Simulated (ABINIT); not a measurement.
Records of electronic-structure calculations.

```xyz
3
Lattice="3.811 0.000 0.000 -1.905 3.300 0.000 0.000 0.000 6.136" Properties=species:S:1:pos:R:3 pbc="T T T" subject="Quasiparticle gap of SnSe2 (P-3m1) in ABINIT" method="RPA screening on PBE, plane waves, norm-conserving pseudopotentials (and 2 further levels or steps)" program="ABINIT 10.8.3" settings="cutoff 48 Ha, PseudoDojo scalar-relativistic 0.4 stringent, norm-conserving, ngkpt (3, 3, 2), nband 124, ecuteps 4 Ha, inclvkb 2, shiftk (0, 0, 0), symchi 1, awtr 1, frequency ppm, 3×3×2 k-mesh" cost="5 runs, 9.1 min in all on 4 MPI ranks of Arm Neoverse N1, shared host" notes="The program’s warnings: nkpt*nsppol () is not a multiple of nproc spkpt (). The cell and positions come from the Crystallography Open Database and are kept as given unless a step says otherwise. Limits: no spin-orbit coupling. Local fields lower the RPA ε∞ on this mesh from 22.27 to 19.52; a Γ-centred mesh this coarse tends to raise both, most where the direct gap is narrow, while a short band sum lowers them. The 3×3×2 mesh is coarse for this cell, which bears on the long-range parts of exchange and screening." pbe_gap="0.72 eV, indirect" g0w0_gap_on_the_mesh="1.67 eV" g0w0_gap_over_the_zone_rigid_shift="1.30 eV" gw_settings="3×3×2 mesh, 124 bands, screening to 108.8 eV, Godby-Needs plasmon pole" known_limits="short of the basis limit; no spin-orbit coupling; coarse k mesh"
Sn    0.000    0.000    0.000
Se    0.000    2.200    1.528
Se    1.905    1.100    4.608
```

[Long decimals in the printed logs are rounded to 6 places.]

[Logs are printed without paths, hosts, clocks, repeated set-up lines and the standing remarks that a program may print on its own settings, such as how far it seeks lower states.]

[Paths, hosts, dates, memory and timing lines, banners, echoed tables and standing remarks are left out of the program output; an Ansatz launch command may be rebuilt from the run's recorded settings. Measured values are a selection of at most five: reports struck by readers or far from the other reports are left out. None is set beside runs whose start may be inverted or whose files or cutoffs have a known fault.]

[Runs of the session that timed out or met a known fault of the program may be left out.]

[Hosts, paths, dates, database ids (printed as entryN), source tags and the programs' standing remarks are cut or masked in the printed files.]

[G0W0 gaps are taken among the corrected bands and points alone; a level outside them can change the order at an edge.]

[Where Ansatz stands beside ABINIT at settings called matched, ABINIT's density can come from a denser mesh and the files from another edition; pairs whose starting gaps differed by over 0.03 eV were left out, so agreement reads better than it is.]
